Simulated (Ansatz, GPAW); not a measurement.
# ZrSi2P4 monolayer: simulated STM images, part 2 of 3

Aim: Tersoff-Hamann images of ZrSi2P4 monolayer at several biases.

GPAW 26.7.0 and Ansatz 0.2.0; Ansatz plane waves; layer without images along its normal, relaxation of atoms and in-plane cell (the session's first sound run).

So far. Step 2 (Relaxing the atoms): The relaxation lowered the energy of the cell by 2.07 eV.

**3. The slab's potential**

With the geometry fixed, the planar mean of the potential gives the vacuum level on each side.

This step: GPAW, PAW setups; slab in vacuum (GPAW 26.7.0).

The cell differs from the one that the last finished run ended in (c 41.575 → 27.549 Å).

run.py reads:

```python
import json
import numpy as np
from ase import Atoms
from ase.dft.stm import STM
from gpaw import GPAW, PW

slab = Atoms(
    ['P', 'Si', 'P', 'Zr', 'P', 'Si', 'P'],
    positions=[
        [0.00000, -0.00000, 9.00000],
        [0.00000, 2.09860, 9.97345],
        [0.00000, 2.09860, 12.22179],
        [0.00000, -0.00000, 13.77443],
        [0.00000, 2.09860, 15.32708],
        [0.00000, 2.09860, 17.57542],
        [0.00000, -0.00000, 18.54887]],
    cell=[[3.63489, 0.0, -0.0], [-1.81744, 3.14791, -0.0], [-0.0, -0.0, 27.5489]],
    pbc=[True, True, False])

slab.calc = GPAW(mode=PW(400), xc='PBE', kpts={'size': (9, 9, 1), 'gamma': True},
                 occupations={'name': 'fermi-dirac', 'width': 0.05}, nbands='140%',
                 convergence={'density': 1e-05}, maxiter=200,
                 poissonsolver={'dipolelayer': 'xy'},
                 symmetry={'tolerance': 1e-3}, txt='slab.txt')
result = {}
energy = slab.get_potential_energy()
fermi = slab.calc.get_fermi_level()
v = slab.calc.get_electrostatic_potential().mean((0, 1)) - fermi
n = slab.calc.get_pseudo_density().mean((0, 1))
L = slab.cell[2, 2]
z = np.arange(len(v)) * L / len(v)
low, high = slab.positions[:, 2].min(), slab.positions[:, 2].max()
below, above = np.interp([low - 6.8, high + 6.8], z, v)
slopes = [np.interp(x, z, np.gradient(v, z)) for x in (low - 6.8, high + 6.8)]
eps = np.array([[slab.calc.get_eigenvalues(k, s) for k in range(len(slab.calc.get_ibz_k_points()))]
                for s in range(slab.calc.get_number_of_spins())]) - fermi
top, bottom = eps[eps < 0].max(), eps[eps > 0].min()
dipole = slab.get_dipole_moment()[2]
print(f'energy {energy:.4f} eV, Fermi level {fermi:.4f} eV, dipole {dipole:.5f} e A')
print(f'potential 6.8 A off the faces, from the Fermi level: lower {below:.4f} eV, upper {above:.4f} eV')
print(f'slope of the potential there: lower {slopes[0]:.5f}, upper {slopes[1]:.5f} eV/A')
print(f'nearest levels on the mesh: {top:.4f} and {bottom:.4f} eV')
print('magnetic moment', round(slab.get_magnetic_moment(), 3))
result.update(energy=energy, fermi=fermi, dipole=dipole, below=below, above=above, slopes=slopes, edges=[top, bottom],
              z=z.tolist(), v=v.tolist(), n=n.tolist(), positions=slab.positions.tolist(),
              forces=slab.get_forces(apply_constraint=False).tolist(), moments=slab.get_magnetic_moments().tolist())

# Images need the states of the whole zone, up to time reversal
slab.calc = slab.calc.fixed_density(symmetry={'point_group': False}, txt='states.txt',
                                    convergence={'bands': 'CBM+1.8'})
stm = STM(slab)
result['stm'] = []
for bias in [-2.0, -1.0, 1.5]:
    height = high + 3.5
    current = stm.get_averaged_current(bias, height)
    x, y, h = stm.scan(bias, current)
    i, f = divmod(height / L * stm.ldos.shape[2], 1)
    I = abs((1 - f) * stm.ldos[:, :, int(i)] + f * stm.ldos[:, :, int(i) + 1])
    print(f'bias {bias} V: mean current at 3.5 A {current:.4e}, corrugation {np.ptp(h):.4f} A')
    result['stm'].append(dict(bias=bias, current=current, h=(h - high).tolist(), I=I.tolist()))
json.dump(result, open('result.json', 'w'))
```

Launch:

```
$ OMP_NUM_THREADS=1 OPENBLAS_NUM_THREADS=1 python run.py
```

Log:

```text
energy -42.1451 eV, Fermi level -0.4703 eV, dipole -0.00059 e A
potential 6.8 A off the faces, from the Fermi level: lower 5.5789 eV, upper 5.5884 eV
slope of the potential there: lower 0.00004, upper -0.00004 eV/A
nearest levels on the mesh: -0.0205 and 0.0392 eV
magnetic moment 0.0
bias -2.0 V: mean current at 3.5 A 3.2099e-05, corrugation 0.3721 A
bias -1.0 V: mean current at 3.5 A 1.4003e-05, corrugation 0.3017 A
bias 1.5 V: mean current at 3.5 A 5.2411e-06, corrugation 0.1617 A
```

Elapsed: 1.9 min, on 1 thread of Intel Xeon Platinum 8488C (Sapphire Rapids), shared host; peak memory 0.47 GiB.

Numbers from this step:

- dipole along the normal: -5.94e-4 e·Å
- levels nearest the Fermi level on the mesh: -0.02054, 0.03917 eV from the Fermi level
- upper work function: 5.588 eV
- lower work function: 5.579 eV
- corrugation -2: 0.3721 Å
- corrugation -1: 0.3017 Å
- corrugation 1.5: 0.1617 Å

The electrostatic potential energy of an electron (without an applied field's), less the Fermi level, planar mean oscillates, so the rows of the table below give means over windows of 1.72 Å about each position, cut where the curve ends. Its maxima inside the range that stand out by 2 % of the span (Å: eV): 9.6: -10.8, 11.2: 2.23, 12.9: -4.58, 14.6: -4.58, 16.4: 2.23, 18.0: -10.8. Its minima: 9.0: -13.5, 9.9: -11.7, 12.3: -10.9, 13.8: -17.4, 15.3: -10.9, 17.6: -11.7, 18.5: -13.5.

Electrostatic potential energy of an electron (without an applied field's), less the Fermi level, planar mean against z; means over each step:

```csv
z (Å),"electrostatic potential energy of an electron (without an applied field's), less the Fermi level, planar mean (eV)"
0.86,5.58
2.58,5.58
4.30,5.58
6.02,5.56
7.74,3.08
9.46,-10.9
11.18,-1.27
12.90,-9.32
14.62,-9.46
16.34,-1.31
18.06,-10.9
19.78,2.89
21.50,5.57
23.22,5.59
24.94,5.59
26.66,5.59
```

Pseudo valence density, planar mean against z:

z (Å), pseudo valence density, planar mean (e/Å³) and a bar:
```
        5      0.000 
        6      0.000 
        7      0.006 
        8      0.099 ####
        9      0.292 ###########
       10      0.240 #########
       11      0.142 #####
       12      0.249 ##########
       13      0.370 ##############
       14      0.781 ##############################
       15      0.324 ############
       16      0.203 ########
       17      0.165 ######
       18      0.376 ##############
       19      0.245 #########
       20      0.030 #
       21      0.002 
       22      0.000
```

Tip height over the top atom over a1 and a2. Sample bias -2 V, constant current at the mean current 3.5 Å over the top atom.

Values in Å, 12 rows by 16 columns, each cell a mean:
```
3.67 3.65 3.62 3.58 3.53 3.46 3.40 3.38 3.38 3.42 3.48 3.54 3.59 3.62 3.66 3.67
3.63 3.61 3.57 3.53 3.47 3.41 3.37 3.36 3.38 3.43 3.50 3.55 3.59 3.62 3.64 3.64
3.57 3.54 3.50 3.44 3.39 3.35 3.33 3.34 3.38 3.44 3.50 3.54 3.57 3.59 3.60 3.59
3.51 3.47 3.42 3.38 3.34 3.32 3.32 3.34 3.38 3.43 3.48 3.51 3.54 3.55 3.55 3.54
3.42 3.39 3.37 3.35 3.33 3.33 3.34 3.36 3.38 3.40 3.43 3.45 3.47 3.47 3.46 3.44
3.38 3.38 3.37 3.37 3.37 3.37 3.37 3.37 3.38 3.38 3.39 3.40 3.40 3.40 3.40 3.39
3.41 3.42 3.44 3.44 3.44 3.43 3.42 3.40 3.38 3.36 3.35 3.35 3.35 3.36 3.37 3.39
3.48 3.50 3.52 3.52 3.51 3.49 3.46 3.42 3.38 3.35 3.34 3.33 3.35 3.37 3.40 3.44
3.56 3.58 3.59 3.58 3.56 3.53 3.49 3.44 3.38 3.35 3.34 3.35 3.39 3.43 3.49 3.53
3.61 3.62 3.62 3.61 3.58 3.55 3.50 3.44 3.38 3.36 3.36 3.39 3.45 3.50 3.55 3.59
3.66 3.67 3.65 3.62 3.59 3.54 3.49 3.42 3.38 3.38 3.40 3.46 3.52 3.57 3.61 3.64
3.68 3.67 3.65 3.61 3.57 3.52 3.46 3.40 3.38 3.40 3.44 3.51 3.56 3.60 3.64 3.67
```
Columns: a1 from 0 to 0.944; rows upwards: a2 from 0 to 0.944.

Local density of states summed over the bias window over a1 and a2. Sample bias -2 V, constant height 3.5 Å over the top atom.

Values in units of 1e-5 arbitrary, 12 rows by 16 columns, each cell a mean:
```
5.6 5.3 4.7 4.1 3.5 3.0 2.6 2.4 2.4 2.7 3.1 3.7 4.3 4.9 5.4 5.6
5.0 4.6 4.1 3.5 3.0 2.6 2.3 2.2 2.4 2.7 3.2 3.8 4.4 4.8 5.1 5.2
4.1 3.7 3.2 2.8 2.4 2.2 2.1 2.2 2.4 2.8 3.2 3.6 4.0 4.3 4.4 4.4
3.3 3.0 2.7 2.4 2.2 2.0 2.0 2.2 2.4 2.7 3.0 3.4 3.6 3.7 3.7 3.6
2.6 2.5 2.3 2.2 2.1 2.1 2.1 2.2 2.4 2.6 2.7 2.9 3.0 3.0 2.9 2.8
2.4 2.4 2.3 2.3 2.3 2.3 2.3 2.3 2.4 2.4 2.5 2.5 2.5 2.5 2.5 2.5
2.6 2.7 2.8 2.8 2.8 2.7 2.6 2.5 2.4 2.3 2.2 2.2 2.2 2.2 2.3 2.4
3.0 3.2 3.4 3.4 3.3 3.1 2.9 2.6 2.4 2.2 2.1 2.1 2.2 2.3 2.5 2.8
3.9 4.2 4.3 4.2 3.9 3.6 3.1 2.8 2.4 2.2 2.1 2.2 2.4 2.7 3.1 3.5
4.7 4.9 4.9 4.6 4.2 3.7 3.2 2.8 2.4 2.2 2.3 2.5 2.8 3.3 3.8 4.3
5.5 5.5 5.3 4.9 4.3 3.7 3.1 2.7 2.4 2.4 2.6 2.9 3.4 4.1 4.7 5.2
5.8 5.6 5.3 4.7 4.1 3.4 2.9 2.5 2.4 2.5 2.8 3.3 3.9 4.6 5.2 5.6
```
Columns: a1 from 0 to 0.944; rows upwards: a2 from 0 to 0.944.

Tip height over the top atom over a1 and a2. Sample bias -1 V, constant current at the mean current 3.5 Å over the top atom.

Ten even steps from '_' (3.36 Å) to '@' (3.66 Å):
```
@@@@%%##**++--::....::--++**##%%@@@@
@@%%##**++==::......::==++**##%%@@@@
%%##**++==::..____..::==++**##%%%%%%
##**++==::..______..::==++**########
**++==::..________..::==++**********
==--::..__________..::--==++++++++++
::::..____________..::::--========--
......__________......::::::::::::::
....................................
..::::::::::::::......__________....
::--========--::::..____________..::
==++++++++++==--::..__________..::--
************++==::..________..::==++
##########**++==::..______..::==++**
%%%%%%%%##**++==::..____..::==++**##
@@@@@@%%##**++==::......::==++**##%%
@@@@@@%%##**++--::....::--++**##%%@@
@@@@@@%%##**==::......::==**##%%@@@@
```
Columns: a1 from 0 to 0.944; rows upwards: a2 from 0 to 0.944.

Local density of states summed over the bias window over a1 and a2. Sample bias -1 V, constant height 3.5 Å over the top atom.

Ten even steps from '_' (0.99 × 1e-5 arbitrary) to '@' (2.29 × 1e-5 arbitrary):
```
@@@@%%**++--::..____..::--++**%%@@@@
%%%%**++==::..______..::==++**%%%%@@
##**++==::....____....::==++**##%%%%
**++==::....______....::==++********
==--::....________....::--==++++++++
--::....__________....::------==----
....________________....::::::::::::
..__________________................
______........______________________
..................__________________
..::::::::::::....________________..
----======----::..______________..::
==++++++++==--::..____________..::--
**********++--::..__________..::--++
##%%%%##**++==::..________..::==++**
%%@@%%%%**++--::..______..::--++**%%
@@@@@@%%**++--::..____..::--++**%%@@
@@@@%%##**==--....__....--==**##%%@@
```
Columns: a1 from 0 to 0.944; rows upwards: a2 from 0 to 0.944.

Tip height over the top atom over a1 and a2. Sample bias 1.5 V, constant current at the mean current 3.5 Å over the top atom.

Ten even steps from '0' (3.43 Å) to '9' (3.59 Å):
```
998764321123467899
887653210123567889
876532100123567888
665321000123566777
543210000123456666
432100000123445554
221000000122334433
110000000112223222
111111111111122111
122222221111111111
233333322111001112
445554432110001123
566665432210012234
677766543211123456
888876542111124567
898876532111235678
999876432112346789
998865421112456889
```
Columns: a1 from 0 to 0.944; rows upwards: a2 from 0 to 0.944.

Local density of states summed over the bias window over a1 and a2. Sample bias 1.5 V, constant height 3.5 Å over the top atom.

Ten even steps from '0' (4.55 × 1e-6 arbitrary) to '9' (6.60 × 1e-6 arbitrary):
```
998653210012356899
887542100012457889
765421000012456788
654210000012456676
432100000012345555
321000000012334443
210000000012233332
100000000011122211
100000000111111111
111111111111111111
222222221110000111
334443321110001112
455554332110011233
667665432110112345
788765432111123456
898875431111134578
999865321111235689
998764321112346789
```
Columns: a1 from 0 to 0.944; rows upwards: a2 from 0 to 0.944.

Force by atom:

```csv
atom,x (eV/Å),y (eV/Å),z (eV/Å),size
P1,0.0000,0.0000,-0.0337,0.0337
Si2,0.0000,0.0000,-0.0023,0.0023
P3,0.0000,0.0000,0.0563,0.0563
Zr4,0.0000,0.0000,0.0000,0.0000
P5,0.0000,0.0000,-0.0563,0.0563
Si6,0.0000,0.0000,0.0023,0.0023
P7,0.0000,0.0000,0.0337,0.0337
```

The potential is flat to 3.9e-5 eV/Å where it is read, so the vacuum is wide enough. The geometry is the other program's minimum; here the largest force on a free atom is 0.056 eV/Å.

(Continued in part 3 of 3.)

[Logs are printed without paths, hosts, clocks, repeated set-up lines and the standing remarks that a program may print on its own settings, such as how far it seeks lower states.]

[Hosts, paths, dates, database ids (printed as entryN), source tags and the programs' standing remarks are cut or masked in the printed files.]
